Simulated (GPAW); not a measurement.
**Cd4Se3S (ordered alloy, started on the zincblende lattice) (P-43m): one start, several treatments of the self-energy**

Wanted: the gap of Cd4Se3S (ordered alloy, started on the zincblende lattice) (P-43m) under several approximations, with cost.

Program: GPAW 26.7.0. Level of theory: PBE and many-body steps on it, plane waves. Results are calculated unless marked as measured.

The structure was built from a prototype and need not be the compound's stable phase.

### 1. The structure

The structure is cubic, space group P-43m (No. 215). The conventional cell has a = 6.123 Å, b = 6.123 Å, c = 6.123 Å, α = 90.00°, β = 90.00°, γ = 90.00°. Nearest to S lie 4 Cd at 2.58 Å. Nearest to Cd lie 1 S at 2.58 Å and 3 Se at 2.67 Å. Se has 4 Cd at 2.67 Å nearest. Farther neighbours and most contacts between anions are not listed.

As a file:

```xyz
8
Lattice="6.1227 0.0000 0.0000 0.0000 6.1227 0.0000 0.0000 0.0000 6.1227" Properties=species:S:1:pos:R:3 pbc="T T T"
S     0.0000    0.0000    0.0000
Cd    4.6310    4.6310    4.6310
Se    3.0614    3.0614    0.0000
Cd    1.4917    1.4917    4.6310
Se    3.0614    0.0000    3.0614
Cd    1.4917    4.6310    1.4917
Se    0.0000    3.0614    3.0614
Cd    4.6310    1.4917    1.4917
```

The structure was relaxed with PBE. The structure type comes from a generator and need not be one that this composition takes. The runs that relaxed it are not among those shown.

### 2. Empty states on the mesh, 2×2×2 mesh, 382 bands

This step: GPAW 26.7.0; DFT, PBE, plane waves, PAW.

The sums over transitions need many empty states on a uniform mesh; this step solves for them.

The input, run.py:

```python
import json
import numpy as np
from gpaw.mpi import world
from gpaw import GPAW

calc = GPAW('gs.gpw').fixed_density(kpts={'size': (2, 2, 2), 'gamma': True},
    parallel={'domain': 1, 'band': 1},
    txt='nscf.txt')
calc.diagonalize_full_hamiltonian(nbands=382)
calc.write('full.gpw', mode='all')
res = {}
kpts = calc.get_ibz_k_points()
res['kpts'] = kpts
res['eigenvalues'] = [calc.get_eigenvalues(kpt=k) for k in range(len(kpts))]
res['n_electrons'] = calc.get_number_of_electrons()

if world.rank == 0:
    with open('result.json', 'w') as f:
        json.dump(res, f, default=lambda x: x.tolist())
```

On the command line:

```console
mpirun -n 4 gpaw python run.py
```

Numbers of over 12 decimals in the logs are rounded to 6 here.

What it wrote:

```text
Diagonalizing LCAO Hamiltonian
Converting LCAO to pw mode
convergence criteria:
- Maximum integral of absolute [eigenst]ate change: 4e-08 eV^2 / valence electron
maximum number of iterations: 100

SCF iterations
|iter     |     time |      energy | eigst |  dens |
|iter:   1|  |             | +0.36 |       |
|iter:   2|  |             | -0.83 |       |
|iter:   3|  |             | -1.73 |       |
[...]
|iter:  48|  |             | -5.37 |       |
|iter:  49|  |             | -5.51 |       |
[... further lines of this kind ...]
|iter:  70|  |             | -7.47c|       |
SCF steps: 70
  __  _  _
 | _ |_)|_||  |
 |__||  | ||/\| - 26.7.0

Input parameters:
  mode=PW(ecut=450.000000),
  convergence={'density': 1e-06, 'bands': -3},
  gpts=array([30, 30, 30]),
  kpts=MonkhorstPack(size=(2, 2, 2), gamma=True),
  maxiter=100,
  nbands=46,
  occupations=Occupations(name='fermi-dirac', width=0.001, fixmagmom=False),
  parallel={'domain': 1, 'band': 1},
  xc=XC(name='PBE')
Matrix size: 4945x4945
# Writing to full.gpw (mode='all')
  [... matrices ...]

timing:  # [seconds]
  Total: 90.245  # ━━━━━━━━━━━━━━━━━━━━━━━━━━━━━━━━━━━━━━━━━━━━━━━━━━━━━━━━━━
```

The job ended after 1.9 min (4 MPI ranks of Arm Neoverse V2, shared host; peak memory 6.8 GiB).

Numbers from this step:

| Quantity | Value |
| --- | --- |
| gap | 0.5959 eV |
| k of the valence top | 0, 0, 0 |
| k of the conduction bottom | 0, 0, 0 |
| least direct gap | 0.5959 eV |
| k points computed | 4 |
| lowest point of the top converged band, above the valence top | 68.0103 eV |

On this mesh the gap is 0.596 eV.

### 3. G0W0, Godby-Needs plasmon pole

Now the one-shot GW correction: screening in the RPA, then the self-energy of the levels asked for.

This step: G0W0 on PBE, plane waves, PAW.

The input, run.py:

```python
import json
import numpy as np
from gpaw.mpi import world
from gpaw.response.g0w0 import G0W0

gw = G0W0('full.gpw',
    filename='gw',
    kpts=[0],
    bands=(34, 38),
    ecut=48,
    nbands=173,
    integrate_gamma='WS',
    ppa=True)
gw.calculate()
res = {mode: {k: v for k, v in r.items() if k != 'sigma_eskwn'}
       for mode, r in gw.all_results.items()}

if world.rank == 0:
    with open('result.json', 'w') as f:
        json.dump(res, f, default=lambda x: x.tolist())
```

On the command line:

```console
mpirun -n 4 gpaw python run.py
```

What it wrote:

```text
Using integrator: PointIntegrator
FrequencyGridDescriptor(from 0.000+0.000j to 0.000+27.211j eV, 2 points)
Nonperiodic BCs:  [False False False]
Using integrator: PointIntegrator
FrequencyGridDescriptor(from 0.000+0.000j to 0.000+27.211j eV, 2 points)
Nonperiodic BCs:  [False False False]
  ___  _ _ _
 |   || | | |
 | | || | | |
 |__ ||_____|
 |___|

BZ k-points: Symmetries present (total): 24

  [... matrices ...]
8 k-points: 2 x 2 x 2 Monkhorst-Pack grid + [1/4,1/4,1/4]
4 k-points in the irreducible part of the Brillouin zone
       k-points in crystal coordinates                weights
   0:     0.00000000    0.00000000    0.00000000          1/8
   1:     0.50000000    0.00000000    0.00000000          3/8
   2:     0.50000000    0.50000000    0.00000000          3/8
   3:     0.50000000    0.50000000    0.50000000          1/8

Distributing spins, k-points and bands (1 x 1 x 4) over 4 processes
Number of blocks: 1

Quasi particle states:
k-points (IBZ indices): [0]
Band range: (34, 38)
  [... matrices ...]
Computational parameters:
Plane wave cut-off: 48 eV
Number of bands: 173
Coulomb cutoff: None
Broadening: 0.1 eV

fxc modes: GW
Kernel: RPA
Using Godby-Needs plasmon-pole approximation:
  Fitting energy: i*E0, E0 = 1.000 Hartree
Summing all q:

Calculating screened Coulomb potential
No Coulomb truncation
FrequencyGridDescriptor(from 0.000+0.000j to 0.000+27.211j eV, 2 points)
Removing empty qpoint cache files...

Calculating chi0 body with:
    Ground state adapter containing:
    Number of spins: 1
    Number of kpoints: 8
    Number of irreducible kpoints: 4
    Number of completely occupied states: 36
    Number of partially occupied states: 36
    Occupied states memory: 14.83154296875 M / cpu

    Linear response parametrization:
    q_c: [0.0, 0.0, 0.0]
    Number of frequency points: 2
    Planewave cutoff: 48.0
    Number of bands: 173
    Number of planewaves: 171
    Broadening (eta): 1e-06
    comm.size: 4
    kncomm.size: 4
    blockcomm.size: 1

    Memory estimate of potentially large arrays:
        chi0_wGG: 0.892365 M / cpu
Integrating chi0 body.

Symmetries of q_c:
    Direct symmetries (Uq -> q): 24
    Indirect symmetries (TUq -> q): 24
In total 48 allowed symmetries.

  [... matrices ...]
4 groups of equivalent kpoints. 50.0% reduction.

Integral kind: response function
Integrating chi0 head and wings.

Symmetries of q_c:
    Direct symmetries (Uq -> q): 24
    Indirect symmetries (TUq -> q): 24
In total 48 allowed symmetries.

  [... matrices ...]
4 groups of equivalent kpoints. 50.0% reduction.

Integral kind: response function wings

Calculating chi0 body with:
    Ground state adapter containing:
    Number of spins: 1
    Number of kpoints: 8
    Number of irreducible kpoints: 4
    Number of completely occupied states: 36
    Number of partially occupied states: 36
    Occupied states memory: 14.83154296875 M / cpu

    Linear response parametrization:
[... the further q-points ...]

Results:
f:      Occupation numbers
eps:     KS-eigenvalues [eV]
vxc:     KS vxc [eV]
exx:     Exact exchange [eV]
sigma:   Self-energies [eV]
dsigma:  Self-energy derivatives
Z:       Renormalization factors
qp:      QP-energies [eV]

k-point 0 (0): (0.000, 0.000, 0.000)                GW
band       f     eps     vxc     exx   sigma  dsigma       Z      qp
                                                                   GW
  34   1.000   3.121 -17.173 -19.778   2.525  -0.278   0.782   3.058
  35   1.000   3.121 -17.173 -19.778   2.525  -0.278   0.782   3.058
  36   0.000   3.717 -12.483  -8.758  -3.092  -0.244   0.804   4.226
  37   0.000   6.319  -9.596  -6.008  -3.447  -0.236   0.809   6.434
```

Elapsed: 20 s, on 4 MPI ranks; peak memory 1.9 GiB.

This step gave:

- G0W0 gap on the points computed: 1.168 eV
- least direct G0W0 gap on the computed points: 1.168 eV
- Z at the valence top: 0.7824
- Z at the conduction bottom: 0.8041
- starting gap on the mesh: 0.5959 eV
- k of the valence top: 0, 0, 0
- k of the conduction bottom: 0, 0, 0

The gap on the mesh goes from 0.60 eV to 1.17 eV, a correction of +0.57 eV.

### 4. One-shot HSE06

This step: one-shot HSE06 levels on PBE orbitals, plane waves, PAW.

The input, run.py:

```python
import json
import numpy as np
from gpaw.mpi import world
from gpaw.hybrids.eigenvalues import non_self_consistent_eigenvalues

dft, vxc, vxc_hyb = non_self_consistent_eigenvalues('full.gpw', 'HSE06', 34, 38, kpt_indices=[0])
res = {'dft': dft[0], 'hybrid': (dft - vxc + vxc_hyb)[0]}
if world.rank == 0:
    with open('hybrid.txt', 'w') as f:
        for k, e0, e1 in zip([0], res['dft'], res['hybrid']):
            print(k, ' '.join(f'{x:9.4f}' for x in e0), '|', ' '.join(f'{x:9.4f}' for x in e1), file=f)

if world.rank == 0:
    with open('result.json', 'w') as f:
        json.dump(res, f, default=lambda x: x.tolist())
```

On the command line:

```console
mpirun -n 4 gpaw python run.py
```

What it wrote:

```text
IBZ(<points: 4, symmetries: 24>)
Occupied bands: 36
Transforming wave functions from IBZ to BZ: 0.011 seconds
Distributing wave functions and iFFT-ing to real space: 0.088 seconds
Calculating eigenvalues:
  k-points: 1
  Bands: 34-37 (inclusive)
  Seconds: 0.309 (wave-function broadcasting: 0.008 seconds)
HSE06-eigenvalue shifts:
  min: -0.616 eV
  ave: -0.217 eV
  max: 0.219 eV
```

Wall time 3.5 s (4 MPI ranks); peak memory 0.79 GiB; 13 s of CPU time.

This step gave:

| Quantity | Value |
| --- | --- |
| starting gap on the mesh | 0.5959 eV |
| hybrid gap on the mesh | 1.432 eV |
| least direct hybrid gap on the computed points | 1.432 eV |

### 5. G0W0, extrapolated in the cutoff

This step: G0W0 on PBE, plane waves, PAW.

The input, run.py:

```python
import json
import numpy as np
from gpaw.mpi import world
from gpaw.response.g0w0 import G0W0

gw = G0W0('full.gpw',
    filename='gw',
    kpts=[0],
    bands=(34, 38),
    ecut=80.0,
    integrate_gamma='WS',
    ppa=True,
    ecut_extrapolation=True)
gw.calculate()
res = {mode: {k: v for k, v in r.items() if k != 'sigma_eskwn'}
       for mode, r in gw.all_results.items()}

if world.rank == 0:
    with open('result.json', 'w') as f:
        json.dump(res, f, default=lambda x: x.tolist())
```

On the command line:

```console
mpirun -n 4 gpaw python run.py
```

What it wrote:

```text
Using integrator: PointIntegrator
FrequencyGridDescriptor(from 0.000+0.000j to 0.000+27.211j eV, 2 points)
Nonperiodic BCs:  [False False False]
Using integrator: PointIntegrator
FrequencyGridDescriptor(from 0.000+0.000j to 0.000+27.211j eV, 2 points)
Nonperiodic BCs:  [False False False]
  ___  _ _ _
 |   || | | |
 | | || | | |
 |__ ||_____|
 |___|

BZ k-points: Symmetries present (total): 24

  [... matrices ...]
8 k-points: 2 x 2 x 2 Monkhorst-Pack grid + [1/4,1/4,1/4]
4 k-points in the irreducible part of the Brillouin zone
       k-points in crystal coordinates                weights
   0:     0.00000000    0.00000000    0.00000000          1/8
   1:     0.50000000    0.00000000    0.00000000          3/8
   2:     0.50000000    0.50000000    0.00000000          3/8
   3:     0.50000000    0.50000000    0.50000000          1/8

Distributing spins, k-points and bands (1 x 1 x 4) over 4 processes
Number of blocks: 1

Quasi particle states:
k-points (IBZ indices): [0]
Band range: (34, 38)
  [... matrices ...]
Computational parameters:
Extrapolating to infinite plane wave cut-off using points at:
  68.942 eV
  73.959 eV
  80.000 eV
Number of bands: 372
Coulomb cutoff: None
Broadening: 0.1 eV

fxc modes: GW
Kernel: RPA
Using Godby-Needs plasmon-pole approximation:
  Fitting energy: i*E0, E0 = 1.000 Hartree
Summing all q:

Calculating screened Coulomb potential
No Coulomb truncation
FrequencyGridDescriptor(from 0.000+0.000j to 0.000+27.211j eV, 2 points)
Removing empty qpoint cache files...

Calculating chi0 body with:
    Ground state adapter containing:
    Number of spins: 1
    Number of kpoints: 8
    Number of irreducible kpoints: 4
    Number of completely occupied states: 36
    Number of partially occupied states: 36
[...]
Linear response parametrization:
    q_c: [0.0, 0.0, 0.0]
    Number of frequency points: 2
    Planewave cutoff: 80.0
    Number of bands: 372
    Number of planewaves: 365
    Broadening (eta): 1e-06
    comm.size: 4
    kncomm.size: 4
    blockcomm.size: 1

    Memory estimate of potentially large arrays:
        chi0_wGG: 4.065704 M / cpu
Integrating chi0 body.

Symmetries of q_c:
    Direct symmetries (Uq -> q): 24
    Indirect symmetries (TUq -> q): 24
In total 48 allowed symmetries.

  [... matrices ...]
4 groups of equivalent kpoints. 50.0% reduction.

Integral kind: response function
Integrating chi0 head and wings.

Symmetries of q_c:
    Direct symmetries (Uq -> q): 24
    Indirect symmetries (TUq -> q): 24
In total 48 allowed symmetries.

  [... matrices ...]
4 groups of equivalent kpoints. 50.0% reduction.

Integral kind: response function wings

Calculating chi0 body with:
    Ground state adapter containing:
    Number of spins: 1
    Number of kpoints: 8
    Number of irreducible kpoints: 4
    Number of completely occupied states: 36
    Number of partially occupied states: 36
    Occupied states memory: 14.83154296875 M / cpu

    Linear response parametrization:
[... the further q-points ...]
Extrapolating selfenergy to infinite energy cutoff:
  Performing linear fit to 3 points
  Warning: Bad quality of linear fit for some (n,k).
           Higher cutoff might be necessary.
  Minimum R^2 = 0.2598. (R^2 Should be close to 1)
  [... matrices ...]
Results:
f:      Occupation numbers
eps:     KS-eigenvalues [eV]
vxc:     KS vxc [eV]
exx:     Exact exchange [eV]
sigma:   Self-energies [eV]
dsigma:  Self-energy derivatives
Z:       Renormalization factors
qp:      QP-energies [eV]

k-point 0 (0): (0.000, 0.000, 0.000)                GW
band       f     eps     vxc     exx   sigma  dsigma       Z      qp
                                                                   GW
  34   1.000   3.121 -17.173 -19.778   1.783  -0.284   0.779   2.480
  35   1.000   3.121 -17.173 -19.778   1.783  -0.284   0.779   2.480
  36   0.000   3.717 -12.483  -8.758  -3.715  -0.247   0.802   3.725
  37   0.000   6.319  -9.596  -6.008  -3.862  -0.235   0.810   6.097
```

Elapsed: 81 s, on 4 MPI ranks; peak memory 2.5 GiB; 5.4 min of CPU time.

This step gave:

- quasiparticle gap on the points computed: 1.245 eV
- least direct quasiparticle gap on the computed points: 1.245 eV
- Z at the valence top: 0.7790
- Z at the conduction bottom: 0.8016
- starting gap on the mesh: 0.5959 eV
- k of the valence top: 0, 0, 0
- k of the conduction bottom: 0, 0, 0
- gaps at the cutoffs of the extrapolation: 1.158, 1.163, 1.176 eV

Against G0W0 in GPAW (2×2×2 mesh, 173 bands, screening to 48 eV, Godby-Needs plasmon pole), the gap moves by +0.076 eV.

### 6. One-shot PBE0

This step: one-shot PBE0 levels on PBE orbitals, plane waves, PAW.

The input, run.py:

```python
import json
import numpy as np
from gpaw.mpi import world
from gpaw.hybrids.eigenvalues import non_self_consistent_eigenvalues

dft, vxc, vxc_hyb = non_self_consistent_eigenvalues('full.gpw', 'PBE0', 34, 38, kpt_indices=[0])
res = {'dft': dft[0], 'hybrid': (dft - vxc + vxc_hyb)[0]}
if world.rank == 0:
    with open('hybrid.txt', 'w') as f:
        for k, e0, e1 in zip([0], res['dft'], res['hybrid']):
            print(k, ' '.join(f'{x:9.4f}' for x in e0), '|', ' '.join(f'{x:9.4f}' for x in e1), file=f)

if world.rank == 0:
    with open('result.json', 'w') as f:
        json.dump(res, f, default=lambda x: x.tolist())
```

On the command line:

```console
mpirun -n 4 gpaw python run.py
```

What it wrote:

```text
IBZ(<points: 4, symmetries: 24>)
Occupied bands: 36
Transforming wave functions from IBZ to BZ: 0.012 seconds
Distributing wave functions and iFFT-ing to real space: 0.094 seconds
Calculating eigenvalues:
  k-points: 1
  Bands: 34-37 (inclusive)
  Seconds: 0.361 (wave-function broadcasting: 0.008 seconds)
HSE06-eigenvalue shifts:
  min: -1.011 eV
  ave: -0.230 eV
  max: 0.578 eV
```

The job ended after 3.2 s (4 MPI ranks; peak memory 0.68 GiB; 12 s of CPU time).

Numbers from this step:

```
starting gap on the mesh                       : 0.5959 eV
hybrid gap on the mesh                         : 2.185 eV
least direct hybrid gap on the computed points : 2.185 eV
```

### 7. G0W0, full frequency, Hilbert transform

This step: G0W0 on PBE, plane waves, PAW.

The input, run.py:

```python
import json
import numpy as np
from gpaw.mpi import world
from gpaw.response.g0w0 import G0W0

gw = G0W0('full.gpw',
    filename='gw',
    kpts=[0],
    bands=(34, 38),
    ecut=48,
    nbands=173,
    integrate_gamma='WS',
    frequencies={'type': 'nonlinear', 'domega0': 0.1, 'omega2': 15.0},
    eta=0.1,
    nblocksmax=True)
gw.calculate()
res = {mode: {k: v for k, v in r.items() if k != 'sigma_eskwn'}
       for mode, r in gw.all_results.items()}

if world.rank == 0:
    with open('result.json', 'w') as f:
        json.dump(res, f, default=lambda x: x.tolist())
```

On the command line:

```console
mpirun -n 4 gpaw python run.py
```

What it wrote:

```text
Using integrator: PointIntegrator
NonLinearFrequencyDescriptor(from 0.000 to 51.136 eV, 213 points)
Nonperiodic BCs:  [False False False]
Using integrator: PointIntegrator
NonLinearFrequencyDescriptor(from 0.000 to 51.136 eV, 213 points)
Nonperiodic BCs:  [False False False]
  ___  _ _ _
 |   || | | |
 | | || | | |
 |__ ||_____|
 |___|

BZ k-points: Symmetries present (total): 24

  [... matrices ...]
8 k-points: 2 x 2 x 2 Monkhorst-Pack grid + [1/4,1/4,1/4]
4 k-points in the irreducible part of the Brillouin zone
       k-points in crystal coordinates                weights
[...]
Results:
f:      Occupation numbers
eps:     KS-eigenvalues [eV]
vxc:     KS vxc [eV]
exx:     Exact exchange [eV]
sigma:   Self-energies [eV]
dsigma:  Self-energy derivatives
Z:       Renormalization factors
qp:      QP-energies [eV]

k-point 0 (0): (0.000, 0.000, 0.000)                GW
band       f     eps     vxc     exx   sigma  dsigma       Z      qp
                                                                   GW
  34   1.000   3.121 -17.173 -19.778   2.526  -0.377   0.726   3.064
  35   1.000   3.121 -17.173 -19.778   2.526  -0.377   0.726   3.064
  36   0.000   3.717 -12.483  -8.758  -3.054  -0.344   0.744   4.217
  37   0.000   6.319  -9.596  -6.008  -3.387  -0.346   0.743   6.469
```

It took 46 s on 4 MPI ranks; peak memory 1.9 GiB.

Numbers from this step:

* G0W0 gap on the points computed: 1.153 eV
* least direct G0W0 gap on the computed points: 1.153 eV
* starting gap on the mesh: 0.5959 eV
* k of the valence top: 0, 0, 0
* k of the conduction bottom: 0, 0, 0

Against G0W0 in GPAW (2×2×2 mesh, 173 bands, screening to 48 eV, Godby-Needs plasmon pole), the gap moves by −0.015 eV.

### 8. The runs together

Times are wall times on 4 MPI ranks of Arm Neoverse V2, shared host, good to a factor of about two.

```tsv
run	mesh	bands	screening cutoff (eV)	DFT gap (eV)	gap on the mesh (eV)	direct (eV)	time
G0W0, Godby-Needs plasmon pole	2×2×2	173	48	0.596	1.168	1.168	20 s
one-shot HSE06	2×2×2	-	-	0.596	1.432	1.432	3.5 s
G0W0, extrapolated in the cutoff	2×2×2	-	80	0.596	1.245	1.245	81 s
one-shot PBE0	2×2×2	-	-	0.596	2.185	2.185	3.2 s
G0W0, full frequency, Hilbert transform	2×2×2	173	48	0.596	1.153	1.153	46 s
```

### 9. Results

```
G0W0, Godby-Needs plasmon pole          : 1.168 eV
one-shot HSE06                          : 1.432 eV
G0W0, extrapolated in the cutoff        : 1.245 eV
one-shot PBE0                           : 2.185 eV
G0W0, full frequency, Hilbert transform : 1.153 eV
known limits                            : not at the basis limit; no spin-orbit coupling; coarse k mesh
```

One-shot HSE06: +0.263 eV against G0W0, Godby-Needs plasmon pole. G0W0, extrapolated in the cutoff: +0.076 eV against G0W0, Godby-Needs plasmon pole, at other bands or cutoff, so not like for like. One-shot PBE0: +1.017 eV against G0W0, Godby-Needs plasmon pole. G0W0, full frequency, Hilbert transform: −0.015 eV against G0W0, Godby-Needs plasmon pole. One-shot hybrid levels are evaluated on the PBE orbitals. Bands and cutoff are finite, so the gap is not at the basis limit. The miss can reach some tenths of an eV and take either sign; the mesh is an error of its own. These stock PAW sets were not made for GW; the filled d or f shell of Se lies in the frozen core, which bears on start and correction. In the G0W0 runs levels were corrected at 1 k point alone, so a gap called «on the mesh» is the least over those, and an edge elsewhere would be missed. The program warns of a poor linear fit in the extrapolation of some level, so the extrapolated values are rough. The 2×2×2 mesh is coarse for this cell, which bears on the long-range parts of exchange and screening. The many-body steps are scalar-relativistic: spin-orbit coupling is not in them.

[Paths, hosts, dates, memory and timing lines, banners, echoed tables and standing remarks are left out of the program output.]

[Logs are printed without paths, hosts, clocks, repeated set-up lines and the standing remarks that a program may print on its own settings, such as how far it seeks lower states.]

[Runs of the session that timed out or met a known fault of the program may be left out.]

[Hosts, paths, dates, database ids (printed as entryN), source tags and the programs' standing remarks are cut or masked in the printed files.]
